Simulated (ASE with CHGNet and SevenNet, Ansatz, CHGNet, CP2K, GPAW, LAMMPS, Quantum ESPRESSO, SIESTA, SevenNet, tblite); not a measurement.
## Liquid (Cs,Na,Li)Cl at 1200 K (74 atoms) in machine-learned potentials

Wanted: machine-learned potentials inputs and outputs for liquid (Cs,Na,Li)Cl at 1200 K (74 atoms), checked against a plane-wave reference.

Method: the method is named at each step, in ASE with CHGNet and SevenNet.

**1. Starting point**

The cell holds 74 atoms: 16 Cs, 5 Na, 16 Li and 37 Cl. Cell: a = 13.948 Å, b = 13.948 Å, c = 13.948 Å, α = 90.0°, β = 90.0°, γ = 90.0°. 74 atoms (16 Cs, 5 Na, 16 Li, 37 Cl) placed at random at 2.24 g/cm³, melted at 1800 K for 10 ps at fixed volume with the Lennard-Jones and Coulomb ion parameters for SPC/E (Joung and Cheatham, J. Phys. Chem. B 112, 9020 (2008)), full charges. Snapshot at the end of a hold of 20 ps at 1200 K and fixed volume.

The yardstick, on the same geometry:

| Item | Value |
| --- | --- |
| method | Kohn-Sham DFT, PBE, SSSP efficiency 1.3.0 pseudopotentials, plane waves (Quantum ESPRESSO 7.5); sssp-pbe-1.3.0-efficiency, cutoffs 45/360 Ry, Γ point |
| r.m.s. force component | 0.4668 eV/Å |
| longest force | 1.89 eV/Å |
| pressure | 0.3003 GPa |
| gap (highest filled to lowest empty level) | 3.664 eV |
| time | 4.5 min on 4 MPI ranks of Arm Neoverse V2, shared host |
| CPU time | 18 min |

**2. CHGNet r2SCAN potential**

Method: machine-learned interatomic potential CHGNet r2SCAN, trained on r2SCAN plane-wave data.

run.py reads:

```python
import numpy as np
from ase.io import read
import mlip  # loads the published weights by name

atoms = read("structure.xyz")
atoms.calc = mlip.calc("chgnet-r2scan")
energy = atoms.get_potential_energy()
forces = atoms.get_forces()
print(f"energy {energy:.6f} eV")
print("forces (eV/A)")
for i, (a, f) in enumerate(zip(atoms, forces)):
    print(f"{i:4d} {a.symbol:2s} {f[0]:10.5f} {f[1]:10.5f} {f[2]:10.5f}")
stress = -atoms.get_stress(voigt=False) * 160.21766
print("stress (GPa, compression positive)")
for row in stress:
    print(" ".join(f"{x:10.4f}" for x in row))
```

structure.xyz reads:

```xyz
74
Lattice="13.94850 0.00000 0.00000 0.00000 13.94850 0.00000 0.00000 0.00000 13.94850" Properties=species:S:1:pos:R:3 pbc="T T T"
Cs 8.52072 11.01374 5.28425
Cs 9.41761 13.00126 10.74076
Cs 3.56273 7.29953 4.58669
Cs 12.41277 1.70367 1.45873
Cs 6.49735 9.17616 7.49090
Cs 3.83612 11.94033 5.92616
Cs 12.59731 12.61753 4.68697
Cs 13.91279 10.01335 9.70802
Cs 7.70906 3.73164 11.94619
Cs 8.60818 5.50324 7.15753
Cs 1.92838 7.98496 0.23587
Cs 7.31529 5.29164 2.68216
Cs 4.36630 1.33403 11.59106
Cs 2.76431 3.61950 1.27657
Cs 0.34397 5.07167 6.48396
Cs 1.13387 0.35178 9.39808
Na 3.48141 6.89377 9.85768
Na 4.50913 10.95543 11.21166
Na 10.21295 1.52122 6.47141
Na 5.52974 10.49527 1.79629
Na 11.89305 7.03144 10.85500
Li 12.31625 5.86813 1.55149
Li 10.67018 7.36983 4.60189
Li 1.18897 4.93610 11.58548
Li 9.91153 8.59228 13.03543
Li 11.70377 2.55355 11.40290
Li 6.98862 0.28023 8.46548
Li 0.48680 9.45931 5.54076
Li 8.17298 1.32315 2.75581
Li 10.94943 9.08368 7.52940
Li 4.90625 3.76679 7.70655
Li 8.66537 12.03170 0.98337
Li 12.56565 9.28063 1.87956
Li 0.01492 11.97479 13.38861
Li 4.21370 0.00628 1.91122
Li 6.71927 8.05875 13.69017
Li 2.72442 1.96367 5.90858
Cl 9.25567 12.48209 7.65396
Cl 3.46299 2.12659 8.32391
Cl 13.27018 1.95893 6.46471
Cl 7.29297 0.99341 10.66028
Cl 10.53279 10.74286 1.65555
Cl 5.24310 8.40648 11.71702
Cl 3.18151 0.13837 4.13754
Cl 12.35056 8.39532 13.52809
Cl 0.78851 7.30162 10.64745
Cl 0.04980 3.13799 10.85640
Cl 10.07947 8.98283 9.92882
Cl 5.38175 6.18309 8.11049
Cl 10.31492 1.52192 13.12596
Cl 1.83018 11.22422 11.78648
Cl 3.61001 4.90220 12.36827
Cl 1.50002 7.82846 6.98694
Cl 0.37508 10.97175 1.78178
Cl 12.79998 13.06500 11.05991
Cl 6.03579 2.66667 2.10148
[... 14 atom lines left out ...]
Cl 2.52858 0.56840 0.16850
Cl 13.19277 7.46858 3.17300
Cl 11.32032 6.79459 7.03730
Cl 6.68370 13.22862 1.78332
```

Command:

```console
$ OMP_NUM_THREADS=1 python run.py > output.txt
```

Output:

```text
CHGNet vr2scan initialized with 412,525 parameters
CHGNet will run on cpu
energy -826.721069 eV
forces (eV/A)
   0 Cs   -0.05347   -0.03063   -1.29007
   1 Cs    0.92614   -0.76991    0.55025
   2 Cs   -0.00106    0.13004   -0.22308
   3 Cs    0.00990   -0.34323    0.29797
   4 Cs   -0.09220    0.06803    0.59465
   5 Cs   -0.00468    0.14367    0.97316
   6 Cs    0.50823    0.55739   -0.19968
   7 Cs   -0.55413    0.36991   -0.43498
   8 Cs   -0.07637    0.40275    0.36268
   9 Cs   -0.26975   -0.69216    0.57607
  10 Cs   -0.11686    0.05974   -0.20053
  11 Cs    0.39401    0.19960    0.51414
  12 Cs   -0.46570    0.16740    0.13176
  13 Cs    1.05573   -0.15496    0.54555
  14 Cs   -0.81924   -0.39593    0.08857
  15 Cs   -0.20941    0.07092    0.03392
  16 Na   -0.05469   -0.03010    0.27537
  17 Na   -0.13816   -0.15850    0.13321
  18 Na    0.08308    0.00009   -0.14193
  19 Na    0.24516   -0.02010   -0.40488
  20 Na    0.02333   -0.14245    0.06355
  21 Li    0.19267   -0.23131    0.15682
  22 Li    0.30234   -0.00370    0.13218
  23 Li    0.08855    0.02102    0.13101
[...]
66 Cl    0.03177    0.44210   -0.29165
  67 Cl   -0.26885    0.26913    0.05686
  68 Cl    0.51035   -1.26765    0.13441
  69 Cl    0.71333   -0.10701   -0.23138
  70 Cl    0.22170   -0.33589    0.26068
  71 Cl   -0.10058    0.02969    0.02622
  72 Cl    0.34168    0.49861   -0.23566
  73 Cl    0.05137   -0.30699    0.09181
stress (GPa, compression positive)
   -0.5994     0.1668    -0.1098
    0.1668     0.0060     0.0500
   -0.1098     0.0500    -0.6419
```

The job ended after 3 s (1 thread of Arm Neoverse V2, shared host; peak memory 0.51 GiB).

Banners, paths, timers and routine set-up lines are dropped from the logs unmarked, and long logs keep their key lines alone; longer cuts are marked.

Numbers from this run, and their distance from the reference:

* r.m.s. force component: 0.3616 eV/Å
* r.m.s. difference of force components: 126 meV/Å
* longest difference of force vectors: 451.2 meV/Å
* force difference over r.m.s. force: 27 %
* slope of forces against the reference's: 0.7636
* correlation of force components: 0.9857
* pressure: -0.4118 GPa
* pressure difference: -0.7121 GPa

Length of the force difference by element (eV/Å):

```csv
element,atoms,mean,most
Cl,37,0.18,0.45
Cs,16,0.25,0.43
Li,16,0.19,0.31
Na,5,0.13,0.19
```

A closer look about Na21, one of the 5 Na atoms: 10 atoms, nearest first, numbered in the order of the input, with positions taken from that point.

```csv
atom,x,y,z,distance (Å),Fx,Fy,Fz (eV/Å)
Na21,0.00,0.00,0.00,0.00,0.02,-0.14,0.06
Cl66,-1.44,-2.28,-0.09,2.69,0.34,-0.02,-0.23
Cl48,-1.81,1.95,-0.93,2.82,0.19,-0.01,-0.21
Cl46,2.84,0.27,-0.21,2.86,0.26,-0.98,0.35
Cl45,0.46,1.36,2.67,3.04,-0.37,-0.20,-0.14
Li25,-1.98,1.56,2.18,3.33,-0.04,0.00,0.25
Cs8,2.02,2.98,-1.15,3.78,-0.55,0.37,-0.43
Cl73,-0.57,-0.24,-3.82,3.87,0.34,0.50,-0.24
Li24,3.24,-2.10,0.73,3.93,0.09,0.02,0.13
Li30,-0.94,2.05,-3.33,4.02,0.02,-0.24,0.18
```

Atoms are counted from 1 here, from 0 in the log.

Forces lie 27 % from the reference's, at 0.0027 times its CPU time (on 1 against 4 cores).

**3. CHGNet 0.3.0 potential**

Method: machine-learned interatomic potential CHGNet 0.3.0, trained on PBE(+U) plane-wave data.

Changes to run.py since step 2:

```diff
@@ -5,3 +5,3 @@
 atoms = read("structure.xyz")
-atoms.calc = mlip.calc("chgnet-r2scan")
+atoms.calc = mlip.calc("chgnet-0.3.0")
 energy = atoms.get_potential_energy()
```

structure.xyz is that of step 2.

Output:

```text
CHGNet v0.3.0 initialized with 412,525 parameters
CHGNet will run on cpu
energy -265.749573 eV
forces (eV/A)
   0 Cs   -0.03769   -0.05712   -1.68979
   1 Cs    1.22997   -1.00260    0.66443
   2 Cs    0.07836    0.29559   -0.37266
   3 Cs    0.00195   -0.37553    0.36855
   4 Cs   -0.20377   -0.00449    0.81848
   5 Cs   -0.02488    0.13268    1.27503
   6 Cs    0.66628    0.75449   -0.18153
   7 Cs   -0.63737    0.50239   -0.54183
   8 Cs   -0.05966    0.47938    0.42261
   9 Cs   -0.38262   -0.89436    0.69253
  10 Cs   -0.06082    0.08530   -0.23273
  11 Cs    0.47599    0.32135    0.61708
  12 Cs   -0.47808    0.17566    0.14763
  13 Cs    1.44740   -0.21495    0.73077
  14 Cs   -1.08292   -0.55385    0.10247
  15 Cs   -0.35589    0.07301   -0.03318
  16 Na   -0.01866   -0.02854    0.32596
  17 Na   -0.16662   -0.18996    0.16427
  18 Na    0.07584    0.00114   -0.10248
  19 Na    0.23309   -0.06571   -0.49919
  20 Na   -0.02367   -0.22832    0.05634
  21 Li    0.24283   -0.32461    0.13737
  22 Li    0.33609   -0.03139    0.18772
  23 Li    0.14690    0.05834    0.20610
[...]
66 Cl   -0.00229    0.52458   -0.31939
  67 Cl   -0.32097    0.36560    0.07100
  68 Cl    0.59616   -1.73436    0.19958
  69 Cl    0.83525   -0.17327   -0.26343
  70 Cl    0.22991   -0.39910    0.34532
  71 Cl   -0.09929   -0.00027    0.11417
  72 Cl    0.47003    0.52153   -0.34066
  73 Cl    0.10655   -0.29955    0.12657
stress (GPa, compression positive)
   -0.0592     0.2147    -0.1215
    0.2147     0.6384     0.0217
   -0.1215     0.0217    -0.1826
```

The job ended after 3 s (1 thread; peak memory 0.52 GiB).

Numbers from this run, and their distance from the reference:

- r.m.s. force component: 0.4603 eV/Å
- r.m.s. difference of force components: 69.8 meV/Å
- longest difference of force vectors: 272.8 meV/Å
- force difference over r.m.s. force: 14.95 %
- slope of forces against the reference's: 0.9749
- correlation of force components: 0.9888
- pressure: 0.1322 GPa
- pressure difference: -0.1681 GPa

Against the first run (27 %), the force difference from the reference is 15 %, at 0.99 times the CPU time.

**4. SevenNet l3i5 potential**

Method: machine-learned interatomic potential SevenNet l3i5, trained on PBE(+U) plane-wave data.

Changes to run.py since step 3:

```diff
@@ -5,3 +5,3 @@
 atoms = read("structure.xyz")
-atoms.calc = mlip.calc("chgnet-0.3.0")
+atoms.calc = mlip.calc("7net-l3i5")
 energy = atoms.get_potential_energy()
```

structure.xyz is that of step 3.

Output:

```text
energy -240.935730 eV
forces (eV/A)
   0 Cs   -0.02356    0.08199   -1.77070
   1 Cs    1.14116   -1.12828    0.64881
   2 Cs   -0.02349    0.15721   -0.38276
   3 Cs    0.01705   -0.15677    0.47926
   4 Cs   -0.18567    0.01988    0.83839
   5 Cs    0.11213    0.05477    1.39586
   6 Cs    0.68792    0.70605   -0.28860
   7 Cs   -0.57737    0.54218   -0.38007
   8 Cs   -0.06403    0.49214    0.42102
   9 Cs   -0.31556   -0.72856    0.81731
  10 Cs   -0.12091    0.15152   -0.26780
  11 Cs    0.45107    0.43559    0.51417
  12 Cs   -0.66299    0.20731   -0.02185
  13 Cs    1.45892   -0.16232    0.77454
  14 Cs   -1.09237   -0.41425    0.11609
  15 Cs   -0.23695   -0.01054    0.01357
  16 Na    0.02253    0.07159    0.38221
  17 Na   -0.17779   -0.28776    0.10502
  18 Na    0.09779   -0.06118   -0.22205
  19 Na    0.43796   -0.11610   -0.34401
  20 Na   -0.00260   -0.26979   -0.00070
  21 Li    0.31433   -0.34881    0.20497
  22 Li    0.44307   -0.06229    0.21928
  23 Li    0.18200    0.06237    0.17685
[...]
66 Cl    0.13824    0.51637   -0.34493
  67 Cl   -0.50510    0.23310    0.01225
  68 Cl    0.59019   -1.83472    0.13718
  69 Cl    0.76796   -0.01789   -0.31229
  70 Cl    0.22010   -0.33255    0.45993
  71 Cl    0.01108    0.08172    0.10590
  72 Cl    0.43101    0.53717   -0.26388
  73 Cl    0.10693   -0.38430    0.12773
stress (GPa, compression positive)
    0.0612     0.2464    -0.1754
    0.2464     0.9188     0.1165
   -0.1754     0.1165    -0.0737
```

Wall time 7.1 s (1 thread); peak memory 0.83 GiB.

Compared with the plane-wave run:

```
r.m.s. force component                  : 0.4741 eV/Å
r.m.s. difference of force components   : 61.12 meV/Å
longest difference of force vectors     : 218.5 meV/Å
force difference over r.m.s. force      : 13.09 %
slope of forces against the reference's : 1.007
correlation of force components         : 0.9917
pressure                                : 0.3021 GPa
pressure difference                     : 0.0018 GPa
```

Against the first run (27 %), the force difference from the reference is 13 %, at 2.4 times the CPU time.

**5. Side by side**

Differences are against the plane-wave reference, forces as r.m.s. over components; share is that over the reference's r.m.s. force, slope the least-squares factor from reference forces to these. Total energies of different programs have different zeros and aren't compared.

```csv
run,"Δ force, r.m.s. (meV/Å)",share (%),slope,Δ pressure (GPa),cores,CPU time,memory (GiB)
reference,-,-,-,-,4,18 min,6.4
CHGNet r2SCAN potential,126,27.0,0.764,-0.712,1,2.9 s,0.51
CHGNet 0.3.0 potential,69.8,15.0,0.975,-0.168,1,2.9 s,0.52
SevenNet l3i5 potential,61.1,13.1,1.007,0.0018,1,7.1 s,0.83
```

Times of the machine-learned potentials are mostly Python's start and the loading of weights.

CPU time is summed over cores on a shared host, where runs went side by side, so it is rough. Symmetry, cutoffs, thresholds, outputs and thread counts weren't matched or tuned between programs; memory under MPI is the largest rank's times the ranks.

**6. Summary of results**

```yaml
nearest_in_forces: SevenNet l3i5 potential, 13 %
its_cpu_time: 7.1 s
```

**Reading.** Machine-learned potentials differ by 13 % (SevenNet l3i5 potential) to 27 % (CHGNet r2SCAN potential); they were trained on other programs' data, some at another functional. The reference's pressure holds the uncorrected Pulay stress of its 45 Ry basis, so small pressure differences, and their order, may be the reference's own error. The frame stands for 1200 K, but pressures are static and levels are smeared at 580 K. Machine-learned potentials mimic data converged in k, so the reference's own k-point error enters their differences. The network of bonds at the start is that of the classical potential that made the cell, and needn't be the one that DFT or experiment would give. The ion parameters were fitted for water, not for melts, so the starting structure of this cell may lie well off the real melt's. The electronic-structure runs sample only Γ, in a cell whose shortest periodic width is 14 Å. Spin–orbit coupling is left out, which matters for the levels of the heavy elements.

[Also dropped from logs without a mark: logging warnings of Python, and SIESTA's first energy breakdown and zero terms.]

[Logs are printed without paths, hosts, clocks, repeated set-up lines and the standing remarks that a program may print on its own settings, such as how far it seeks lower states.]

[Hosts, paths, dates, database ids (printed as entryN), source tags and the programs' standing remarks are cut or masked in the printed files.]
